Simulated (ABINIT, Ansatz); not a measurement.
# Converging GW for CdBr2 (P6_3mc) in ABINIT, part 2 of 2

What does each rung of G0W0 on CdBr2 (P6_3mc) cost, and what does it buy?

ABINIT 10.8.3; LDA and many-body steps on it, plane waves. Known limits of the many-body steps: not at the basis limit; no spin-orbit coupling; coarse k mesh.

So far. Step 3 (Screening, 3×3×1 mesh, 73 bands, screening to 76.2 eV): Local fields lower ε∞ by 12 %. On a Γ-centred mesh this coarse the value itself is usually too large, while a short band sum pulls it down. Step 4 (73 bands, 76.2 eV): The gap on the mesh goes from 2.53 eV to 4.45 eV, a correction of +1.93 eV.

The database entry behind the starting cell has ideal inner coordinates that were not refined, so it need not match the best structure at ambient conditions.

### 6. 161 bands, 141.5 eV

This step: G0W0 on LDA, plane waves, norm-conserving pseudopotentials.

File run.abi:

```
acell 3*1.0 Angstrom
rprim 
  3.985000000011 -0.000000000003 0.000000000000
  -1.992500000003 3.451111234092 0.000000000000
  0.000000000000 0.000000000000 12.561000000000
ntypat 2
znucl 48 35
natom 6
typat 1 1 2 2 2 2
xred 
  0.333333333333 0.666666666667 0.375000000000
  0.666666666667 0.333333333333 0.875000000000
  0.333333333333 0.666666666667 0.000000000000
  0.666666666667 0.333333333333 0.500000000000
  0.000000000000 0.000000000000 0.250000000000
  0.000000000000 0.000000000000 0.750000000000
pp_dirpath "pseudos"
pseudos "Cd.upf, Br.upf"
ecut 47
ngkpt 3 3 1
nshiftk 1
shiftk 0 0 0
kptopt 1
chksymbreak 0
istwfk *1
occopt 1
irdwfk 1
optdriver 4
nband 161
gwcalctyp 0
ecutsigx 47
symsigma 1
nkptgw 1
kptgw 
  0.0000000000 0.0000000000 0.0000000000
bdgw 
  33 36
ecuteps 5.2
irdscr 1
ppmodel 1
indata_prefix "in"
outdata_prefix "out"
tmpdata_prefix "tmp"
```

Command:

```sh
> OMP_NUM_THREADS=1 mpirun -n 8 abinit run.abi > log
```

Numbers of over 12 decimals in the logs are rounded to 6 here.

Log:

```text
.Version 10.8.3 of ABINIT. v10.8.2 released Aug 2026.

 Symmetries : space group P6_3 m c (#186); Bravais hP (primitive hexag.)
[... echo of the input left out ...]
== DATASET  1 ==================================================================
-   mpi_nproc: 8, omp_nthreads: 1 (-1 if OMP is not activated)

--- !DatasetInfo
iteration_state: {dtset: 1, }
dimensions: {natom: 6, nkpt: 3, mband: 161, nsppol: 1, nspinor: 1, nspden: 1, mpw: 18043, }
cutoff_energies: {ecut:  47.0, pawecutdg:  -1.0, }
electrons: {nelect:   6.80000000E+01, charge:   0.00000000E+00, occopt:   1.00000000E+00, tsmear:   1.00000000E-02, }

 SIGMA: Calculation of the GW corrections

 Based on a program developped by R.W. Godby, V. Olevano, G. Onida, and L. Reining.
 Incorporated in ABINIT by V. Olevano, G.-M. Rignanese, and M. Torrent.
.Using double precision arithmetic ; gwpc =  8

[... cell and pseudopotentials left out ...]
--------------------------------------------------------------------------------

 ==== K-mesh for the wavefunctions ====
 Number of points in the irreducible wedge :     3
[... list of points left out ...]
 Together with 12 symmetry operations and time-reversal symmetry
 yields     9 points in the full Brillouin Zone.

 ==== Q-mesh for screening function ====
 Number of points in the irreducible wedge :     3
[... list of points left out ...]
 Together with 12 symmetry operations and time-reversal symmetry
 yields     9 points in the full Brillouin Zone.

 vcoul_init : cutoff-mode = AUXILIARY_FUNCTION
 q-points for optical limit:   1
     1)      0.000010    0.000020    0.000030
 setmesh: FFT mesh size selected  =    45x   45x  150
          total number of points  =       303750

 Number of electrons calculated from density =   68.0000; Expected =   68.0000
[...]
number of k-points in IBZ                           3
 number of q-points in IBZ                           3
 number of symmetry operations                      12
 number of k-points in BZ                            9
 number of q-points in BZ                            9
 number of frequencies for dSigma/dE                 9
 frequency step for dSigma/dE [eV]                0.25
 number of omega for Sigma on real axis              0
 max omega for Sigma on real axis  [eV]           0.00
 zcut for avoiding poles [eV]                     0.10

 EPSILON^-1 parameters (SCR file):
 dimension of the eps^-1 matrix on file            649
 dimension of the eps^-1 matrix used               649
 number of plane-waves for wavefunctions         18043
 number of bands                                   161
 number of q-points in IBZ                           3
 number of frequencies                               2
 number of real frequencies                          1
 number of imag frequencies                          1

 matrix elements of self-energy operator (all in [eV])

 Perturbative Calculation

--- !SelfEnergy_ee
iteration_state: {dtset: 1, }
kpoint     : [   0.000,    0.000,    0.000, ]
spin       : 1
KS_gap     :    2.527
QP_gap     :    4.294
Delta_QP_KS:    1.767
data: !SigmaeeData |
     Band     E0 <VxcDFT>   SigX SigC(E0)      Z dSigC/dE  Sig(E)    E-E0       E
       33   1.953 -14.386 -18.109   2.862   0.794  -0.259 -15.070  -0.684   1.268
       34   1.953 -14.386 -18.109   2.862   0.794  -0.259 -15.070  -0.684   1.268
       35   4.480 -11.189  -6.791  -3.084   0.824  -0.214 -10.107   1.082   5.562
       36   5.830 -12.769  -8.237  -3.036   0.814  -0.229 -11.551   1.218   7.048

== END DATASET(S) ==============================================================
================================================================================

 -outvars: echo values of variables after computation  --------
           etotal      0.0000000000E+00
            nband         161
             nkpt           3
          spgroup         186
 [... the other variables as echoed above ...]

 Calculation completed.
```

The job ended after 8.5 s (8 MPI ranks of Arm Neoverse V2, shared host; peak memory 2.1 GiB).

This step gave:

```
G0W0 gap on the points computed              : 4.294 eV
starting gap on the mesh                     : 2.527 eV
k of the valence top                         : 0, 0, 0
k of the conduction bottom                   : 0, 0, 0
Z at the valence top                         : 0.794
Z at the conduction bottom                   : 0.824
least direct G0W0 gap on the computed points : 4.294 eV
```

Against G0W0 in ABINIT (3×3×1 mesh, 73 bands, screening to 76.2 eV, Godby-Needs plasmon pole), the gap moves by −0.159 eV.

### 7. Screening, 3×3×1 mesh, 346 bands, screening to 217.7 eV

This step: RPA screening on LDA, plane waves, norm-conserving pseudopotentials.

run.abi: that of step 6 with these lines changed.

```diff
@@ -27,15 +27,8 @@
 irdwfk 1
-optdriver 4
-nband 161
-gwcalctyp 0
-ecutsigx 47
-symsigma 1
-nkptgw 1
-kptgw 
-  0.0000000000 0.0000000000 0.0000000000
-bdgw 
-  33 36
-ecuteps 5.2
-irdscr 1
-ppmodel 1
+optdriver 3
+nband 346
+ecuteps 8
+inclvkb 2
+awtr 1
+symchi 1
 indata_prefix "in"
```

Log:

```text
.Version 10.8.3 of ABINIT. v10.8.2 released Aug 2026.

 Symmetries : space group P6_3 m c (#186); Bravais hP (primitive hexag.)
[... echo of the input left out ...]
== DATASET  1 ==================================================================
-   mpi_nproc: 8, omp_nthreads: 1 (-1 if OMP is not activated)

--- !DatasetInfo
iteration_state: {dtset: 1, }
dimensions: {natom: 6, nkpt: 3, mband: 346, nsppol: 1, nspinor: 1, nspden: 1, mpw: 18043, }
cutoff_energies: {ecut:  47.0, pawecutdg:  -1.0, }
[...]
--------------------------------------------------------------------------------
[... chi0 elements left out ...]
 For q-point:  0.000010 0.000020 0.000030
  dielectric constant =   5.3786
  dielectric constant without local fields =   6.1195

  Average fulfillment of the sum rule on Im[epsilon] for q-point    1 :     79.41  [%]
[... wings left out ...]
  q-point number  2        q = ( 0.333333, 0.000000, 0.000000) [r.l.u.]
--------------------------------------------------------------------------------
[... chi0 elements left out ...]
  Average fulfillment of the sum rule on Im[epsilon] for q-point    2 :     78.32  [%]

 [... 1 further q-points ...]
```

It took 2.3 min on 8 MPI ranks; peak memory 5.1 GiB; 19 min of CPU time.

This step gave:

* ε∞ with local fields, on this mesh, along the program's q direction: 5.379
* the same without local fields: 6.120
* plasma frequency: 23.30 eV
* plane waves in the screening matrix: 1267

### 8. 346 bands, 217.7 eV

This step: G0W0 on LDA, plane waves, norm-conserving pseudopotentials.

run.abi: that of step 7 with these lines changed.

```diff
@@ -27,8 +27,15 @@
 irdwfk 1
-optdriver 3
+optdriver 4
 nband 346
+gwcalctyp 0
+ecutsigx 47
+symsigma 1
+nkptgw 1
+kptgw 
+  0.0000000000 0.0000000000 0.0000000000
+bdgw 
+  33 36
 ecuteps 8
-inclvkb 2
-awtr 1
-symchi 1
+irdscr 1
+ppmodel 1
 indata_prefix "in"
```

Log:

```text
.Version 10.8.3 of ABINIT. v10.8.2 released Aug 2026.

 Symmetries : space group P6_3 m c (#186); Bravais hP (primitive hexag.)
[... echo of the input left out ...]
== DATASET  1 ==================================================================
-   mpi_nproc: 8, omp_nthreads: 1 (-1 if OMP is not activated)

--- !DatasetInfo
iteration_state: {dtset: 1, }
dimensions: {natom: 6, nkpt: 3, mband: 346, nsppol: 1, nspinor: 1, nspden: 1, mpw: 18043, }
cutoff_energies: {ecut:  47.0, pawecutdg:  -1.0, }
[...]
34   1.953 -14.386 -18.109   2.452   0.792  -0.263 -15.392  -1.006   0.947
       35   4.480 -11.189  -6.791  -3.431   0.821  -0.217 -10.395   0.794   5.273
       36   5.830 -12.769  -8.237  -3.473   0.812  -0.231 -11.909   0.860   6.690

== END DATASET(S) ==============================================================
================================================================================

 -outvars: echo values of variables after computation  --------
           etotal      0.0000000000E+00
            nband         346
             nkpt           3
          spgroup         186
 [... the other variables as echoed above ...]

 Calculation completed.
```

Run time: 36 s. Hardware: 8 MPI ranks; peak memory 5.4 GiB; 4.8 min of CPU time.

This step gave:

| Property | Result |
| --- | --- |
| G0W0 gap on the points computed | 4.326 eV |
| starting gap on the mesh | 2.527 eV |
| k of the valence top | 0, 0, 0 |
| k of the conduction bottom | 0, 0, 0 |
| least direct G0W0 gap on the computed points | 4.326 eV |

Against G0W0 in ABINIT (3×3×1 mesh, 161 bands, screening to 141.5 eV, Godby-Needs plasmon pole), the gap moves by +0.032 eV.

### 9. The runs together

Times are wall times on 8 MPI ranks of Arm Neoverse V2, shared host, good to a factor of about two. A run's time includes the screening step that it read.

```csv
run,mesh,bands,screening cutoff (eV),DFT gap (eV),gap on the mesh (eV),direct (eV),ε∞ used,time
"73 bands, 76.2 eV",3×3×1,73,76.2,2.527,4.453,4.453,5.29,17 s
"161 bands, 141.5 eV",3×3×1,161,141.5,2.527,4.294,4.294,5.36,48 s
"346 bands, 217.7 eV",3×3×1,346,217.7,2.527,4.326,4.326,5.38,2.9 min
```

### 10. Outcome

```yaml
73_bands_76p2_ev: 4.453 eV
161_bands_141p5_ev: 4.294 eV
346_bands_217p7_ev: 4.326 eV
known_limits: not at the basis limit; no spin-orbit coupling; coarse k mesh
```

**Reading.** From the first rung to the last the gap moves by −0.13 eV for 10 times the time. The gap turns back along the series, so no limit is drawn from it. In the G0W0 runs levels were corrected at 1 k point alone, so a gap called «on the mesh» is the least over those, and an edge elsewhere would be missed. The 3×3×1 mesh is coarse for this cell, which bears on the long-range parts of exchange and screening. The many-body steps are scalar-relativistic: spin-orbit coupling is not in them.

[Paths, hosts, dates, memory and timing lines, banners, echoed tables and standing remarks are left out of the program output.]

[Logs are printed without paths, hosts, clocks, repeated set-up lines and the standing remarks that a program may print on its own settings, such as how far it seeks lower states.]

[Runs of the session that timed out or met a known fault of the program may be left out.]

[Hosts, paths, dates, database ids (printed as entryN), source tags and the programs' standing remarks are cut or masked in the printed files.]

[G0W0 gaps are taken among the corrected bands and points alone; a level outside them can change the order at an edge.]

[Where Ansatz stands beside ABINIT at settings called matched, ABINIT's density can come from a denser mesh and the files from another edition; pairs whose starting gaps differed by over 0.03 eV were left out, so agreement reads better than it is.]
